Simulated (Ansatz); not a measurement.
# Y2CF2 monolayer: the cell at rest

Task: relax Y2CF2 monolayer tightly.

Method: DFT PBEsol, scalar-relativistic, plane waves, PAW, in Ansatz 0.2.0.

Report form: the programs' logs are mostly left out.

**1. The starting structure**

The cell holds 5 atoms: 1 C, 2 Y and 2 F. Cell: a = 3.600 Å, b = 3.600 Å, c = 20.000 Å, α = 90.0°, β = 90.0°, γ = 120.0°. Vacuum lies along c.

**2. Probe on a coarse mesh**

First a cheap look: the gap decides the mesh and the occupations, the pressure tells how far the cell has to move.

The program solves this slab on a cell height of its own, 33.2 Å, in place of the one typed.

File input.yaml:

```yaml
crystal:
  lattice:
    - [3.6, 0.0, 0.0]
    - [-1.8, 3.11769, 0.0]
    - [0.0, 0.0, 20.0]
  atoms:
    - { symbol: C, position: [0.0, 0.0, 0.5] }
    - { symbol: "Y", position: [0.333333, 0.666667, 0.56] }
    - { symbol: "Y", position: [0.666667, 0.333333, 0.44] }
    - { symbol: F, position: [0.666667, 0.333333, 0.6175] }
    - { symbol: F, position: [0.333333, 0.666667, 0.3825] }
  periodic: [true, true, false]
kpoints:
  mp_grid: { grid: [6, 6, 1] }
hamiltonian:
  xc: pbesol
scf:
  occupations: { method: gaussian, width: 0.1 }
output:
  forces: true
  stress: true
  eigenvalues: true
```

The run is started by

```
> ansatz run input.yaml --threads 8 --pin off --max-ram 14336MiB --backend cpu --events-out ev --progress --plain --runs-dir out
```

It took 0.9 s on 8 threads of Arm Neoverse V2, shared host; peak memory 0.73 GiB.

A gap read on the k-mesh alone can miss the band edges.

Numbers from this step:

```
gap on the k-mesh  : 1.443 eV
direct gap on mesh : 1.443 eV
area per atom      : 2.245 Å²
```

The coarse mesh shows a gap of 1.44 eV.

**3. Coarse relaxation**

A rough relaxation comes first, because large forces or stress need no tight tolerances yet.

The program solves this slab on a cell height of its own, 33.2 Å, in place of the one typed.

input.yaml, as its differences from that of step 2:

```diff
@@ -22 +22,6 @@
   eigenvalues: true
+relax:
+  adjacent_minimum: "off"
+  f_tol: 0.05
+  max_steps: 80
+  cell: { stress_2d_tol: 0.02 }
```

Wall time 8.1 s (8 threads); peak memory 0.76 GiB; 55 s of CPU time.

Step by step:

```tsv
step	energy less that of the first step (eV)	largest force component (eV/Å)	volume (Å³)
1	0.0000	3.1896	372.63
2	-0.3363	1.4398	372.39
3	-0.4800	0.3125	354.98
4	-0.5027	0.0206	361.41
5	-0.5037	0.0126	360.36
6	-0.5041	0.0013	359.90
7*	-0.4989	0.0011	359.90
8	-0.4992	0.0002	359.47
9*	-0.4991	0.0002	359.47
```

Relaxation steps marked * repeat the geometry before them on a plane-wave basis chosen anew for their cell, so energy and pressure can jump there.

Forces are held to the 12 operations that the run works with; a distortion that breaks them can't arise in this run.

```tsv
cell as run	before	after	change
a (Å)	3.600	3.536	-1.8 %
b (Å)	3.600	3.536	-1.8 %
```

The atoms that moved most (Å, along periodic axes as changes of fractional coordinates times the final cell, across vacuum about the mean position):

```tsv
atom	dx	dy	dz	length
Y3	0.000	0.000	-0.163	0.163
Y2	0.000	0.000	0.163	0.163
F5	0.000	0.000	-0.163	0.163
F4	0.000	0.000	0.163	0.163
```

Final coordinates:

```
C Y F
1.0
     3.53585    0.00000    0.00000
    -1.76793    3.06214    0.00000
     0.00000    0.00000   33.20000
C Y F
1 2 2
Direct
  0.00000 0.00000 0.30120
  0.33333 0.66667 0.34227
  0.66667 0.33333 0.26014
  0.66667 0.33333 0.37690
  0.33333 0.66667 0.22551
```

This step gave:

```
gap on the k-mesh  : 1.063 eV
direct gap on mesh : 1.233 eV
area per atom      : 2.165 Å²
```

The relaxation ends with a largest force component of 1.9e-4 eV/Å.

**4. Relaxation**

The cell and atoms are relaxed, since residual forces and stress would shift the frequencies.

File input.yaml:

```yaml
crystal:
  lattice:
    - [3.5358539459, 0.0, 0.0]
    - [-1.767926973, 3.0621393413, 0.0]
    - [0.0, 0.0, 33.2]
  atoms:
    - { symbol: C, position: [0.0, 0.0, 0.3012048193] }
    - { symbol: "Y", position: [0.3333333333, 0.6666666667, 0.3422679961] }
    - { symbol: "Y", position: [0.6666666667, 0.3333333333, 0.2601416425] }
    - { symbol: F, position: [0.6666666667, 0.3333333333, 0.3768986372] }
    - { symbol: F, position: [0.3333333333, 0.6666666667, 0.2255110014] }
  periodic: [true, true, false]
kpoints:
  mp_grid: { grid: [9, 9, 1] }
hamiltonian:
  xc: pbesol
scf:
  occupations: { method: gaussian, width: 0.02 }
output:
  forces: true
  stress: true
  eigenvalues: true
  write_density: true
  write_potential: true
  elf: true
  volumetric_format: npy
relax:
  adjacent_minimum: "off"
  f_tol: 0.005
  max_steps: 80
  cell: { stress_2d_tol: 0.02 }
```

Run time: 6.5 s. Hardware: 8 threads; peak memory 0.93 GiB.

Little changed from the start: no atom moved by 0.005 Å and no cell edge by 0.1 %.

Numbers from this step:

```yaml
gap_on_the_k_mesh: 1.103 eV
direct_gap_on_mesh: 1.276 eV
area_per_atom: 2.164 Å²
```

Valence density in the ac plane at fractional y = 0.333, with atoms of Y and F within 0.2 Å of it. It is the smooth field of the valence electrons, not physical close to the nuclei.

Values in units of 1e0 e/Å³, 24 rows by 14 columns, each cell a mean:
```
0.0 0.0 0.0 0.0 0.0 0.0 0.0 0.0 0.0 0.0 0.0 0.0 0.0 0.0
0.0 0.0 0.0 0.0 0.0 0.0 0.0 0.0 0.0 0.0 0.0 0.0 0.0 0.0
0.0 0.0 0.0 0.0 0.0 0.0 0.0 0.0 0.0 0.0 0.0 0.0 0.0 0.0
0.0 0.0 0.0 0.0 0.0 0.0 0.0 0.0 0.0 0.0 0.0 0.0 0.0 0.0
0.0 0.0 0.0 0.0 0.0 0.0 0.0 0.0 0.0 0.0 0.0 0.0 0.0 0.0
0.0 0.0 0.0 0.0 0.0 0.0 0.0 0.0 0.0 0.0 0.0 0.0 0.0 0.0
0.0 0.0 0.0 0.0 0.0 0.0 0.0 0.0 0.0 0.0 0.0 0.0 0.0 0.0
0.0 0.0 0.0 0.0 0.0 0.0 0.0 0.0 0.0 0.0 0.0 0.0 0.0 0.0
0.0 0.0 0.0 0.0 0.0 0.0 0.0 0.0 0.0 0.0 0.0 0.0 0.0 0.0
0.0 0.0 0.0 0.0 0.0 0.0 0.0 0.0 0.0 0.0 0.0 0.0 0.0 0.0
0.0 0.0 0.0 0.0 0.0 0.0 0.0 0.0 0.0 0.0 0.0 0.0 0.0 0.0
0.0 0.0 0.0 0.0 0.0 0.0 0.0 0.0 0.0 0.0 0.0 0.0 0.0 0.0
0.0 0.0 0.0 0.0 0.0 0.0 0.0 0.0 0.0 0.0 0.0 0.0 0.0 0.0
0.0 0.0 0.0 0.0 0.0 0.0 0.0 0.0 0.0 0.0 0.0 0.0 0.0 0.0
0.1 0.0 0.0 0.0 0.0 0.1 0.3 1.3 3.4 5.2 4.4 1.9 0.6 0.2
0.2 0.3 0.3 0.3 0.2 0.2 0.3 0.7 1.5 2.3 1.9 0.9 0.4 0.2
0.3 0.3 0.4 0.4 0.3 0.2 0.2 0.1 0.1 0.2 0.2 0.1 0.2 0.2
0.2 0.2 0.2 0.2 0.2 0.3 0.8 2.0 2.8 2.9 2.9 2.4 1.3 0.5
0.1 0.1 0.2 0.2 0.1 0.1 0.2 0.5 0.7 0.8 0.8 0.6 0.3 0.2
0.0 0.0 0.0 0.0 0.0 0.0 0.0 0.0 0.0 0.0 0.0 0.0 0.0 0.0
0.0 0.0 0.0 0.0 0.0 0.0 0.0 0.0 0.0 0.0 0.0 0.0 0.0 0.0
0.0 0.0 0.0 0.0 0.0 0.0 0.0 0.0 0.0 0.0 0.0 0.0 0.0 0.0
0.0 0.0 0.0 0.0 0.0 0.0 0.0 0.0 0.0 0.0 0.0 0.0 0.0 0.0
0.0 0.0 0.0 0.0 0.0 0.0 0.0 0.0 0.0 0.0 0.0 0.0 0.0 0.0
```
Columns run along a (3.5 Å), rows up along c (33.2 Å). Atoms in or near the plane, at fractional coordinates: Y at (0.67, 0.26), F at (0.67, 0.38).

Electrostatic potential energy in the ac plane at fractional y = 0.333, with atoms of Y and F within 0.2 Å of it. With pseudopotentials it is smooth inside the atoms' cores, unlike the true potential.

Ten even steps from '_' (-30 eV) to '@' (0 eV), each cell a mean:
```
@@@@@@@@@@@@@@@@@@@@@@@@@@@@
@@@@@@@@@@@@@@@@@@@@@@@@@@@@
@@@@@@@@@@@@@@@@@@@@@@@@@@@@
@@@@@@@@@@@@@@@@@@@@@@@@@@@@
@@@@@@@@@@@@@@@@@@@@@@@@@@@@
@@@@@@@@@@@@@@@@@@@@@@@@@@@@
@@@@@@@@@@@@@@@@@@@@@@@@@@@@
@@@@@@@@@@@@@@@@@@@@@@@@@@@@
@@@@@@@@@@@@@@@@@@@@@@@@@@@@
@@@@@@@@@@@@@@@@@@@@@@@@@@@@
@@@@@@@@@@@@@@@@@@@@@@@@@@@@
@@@@@@@@@@@@@@@@@@@@@@@@@@@@
@@@@@@@@@@@@@@@@@@@@@@@@@@@@
@@@@@@@@@@@@@@@@@@@@@@@@@@@@
@@@@@@@@@@@@@@++==----++%%@@
##**++++**##%%##**++++**####
%%%%%%%%%%%%%%%%%%%%%%%%%%%%
##%%@@%%%%**::__________..==
%%@@@@@@%%%%##++======++**##
@@@@@@@@@@@@@@@@@@@@@@@@@@@@
@@@@@@@@@@@@@@@@@@@@@@@@@@@@
@@@@@@@@@@@@@@@@@@@@@@@@@@@@
@@@@@@@@@@@@@@@@@@@@@@@@@@@@
@@@@@@@@@@@@@@@@@@@@@@@@@@@@
```
Columns run along a (3.5 Å; values clipped at the 3rd and 97th percentile), rows up along c (33.2 Å). Atoms in or near the plane, at fractional coordinates: Y at (0.67, 0.26), F at (0.67, 0.38).

ELF in the ac plane at fractional y = 0.333, with atoms of Y and F within 0.2 Å of it. It is the smooth field of the valence electrons, not physical close to the nuclei.

Ten even steps from '0' (0.00) to '9' (0.76), each cell a mean:
```
00000000000000
00000000000000
00000000000000
00000000000000
00000000000000
00000000000000
00000000000000
00000000000000
00000000000000
00000000000000
00000000000000
00000000000000
00000000000000
00000000111000
10001368988985
12321125666531
56666532111224
23432379989985
24442124555431
01111000000000
00000000000000
00000000000000
00000000000000
00000000000000
```
Columns run along a (3.5 Å), rows up along c (33.2 Å). Atoms in or near the plane, at fractional coordinates: Y at (0.67, 0.26), F at (0.67, 0.38).

**5. Relaxing to small forces for the phonons**

Phonons need a cell at rest on their own settings, so the relaxation is repeated with tight tolerances on forces and stress on the k mesh and occupations of the first response run.

File input.yaml:

```yaml
crystal:
  lattice:
    - [3.5346207534, 0.0, 0.0]
    - [-1.7673103767, 3.0610713652, 0.0]
    - [0.0, 0.0, 33.2]
  atoms:
    - { symbol: C, position: [0.0, 0.0, 0.3012048193] }
    - { symbol: "Y", position: [0.3333333333, 0.6666666667, 0.3423028328] }
    - { symbol: "Y", position: [0.6666666667, 0.3333333333, 0.2601068058] }
    - { symbol: F, position: [0.6666666667, 0.3333333333, 0.3769333182] }
    - { symbol: F, position: [0.3333333333, 0.6666666667, 0.2254763204] }
  periodic: [true, true, false]
kpoints:
  mp_grid: { grid: [12, 12, 1] }
hamiltonian:
  xc: pbesol
scf:
  occupations: { method: fixed }
output:
  forces: true
  stress: true
  eigenvalues: true
relax:
  adjacent_minimum: "off"
  f_tol: 0.001
  max_steps: 60
  cell: { stress_2d_tol: 0.002 }
```

The job ended after 9.6 s (8 threads; peak memory 0.97 GiB; 69 s of CPU time).

Little changed from the start: no atom moved by 0.005 Å and no cell edge by 0.1 %.

This step gave:

```yaml
gap_on_the_k_mesh: 1.062 eV
direct_gap_on_mesh: 1.233 eV
area_per_atom: 2.163 Å²
```

The largest force component left is 0.13 meV/Å, within the tolerances set.

**6. Results**

```yaml
space_group_after_relaxation_within_0p01_a: P-3m1
lattice_constant_a: 3.534 Å
lattice_constant_b: 3.534 Å
area_per_atom: 2.16 Å²
gap_on_the_k_mesh: 1.06 eV
```

What this shows: The largest force component left is 0.13 meV/Å, within the tolerances set. The relaxation keeps the symmetry of its start, so it says nothing on stability against lower symmetry. The starting cell was built on a prototype and not taken from a measurement.

[Logs are printed without paths, hosts, clocks, repeated set-up lines and the standing remarks that a program may print on its own settings, such as how far it seeks lower states.]

[Hosts, paths, dates, database ids (printed as entryN), source tags and the programs' standing remarks are cut or masked in the printed files.]
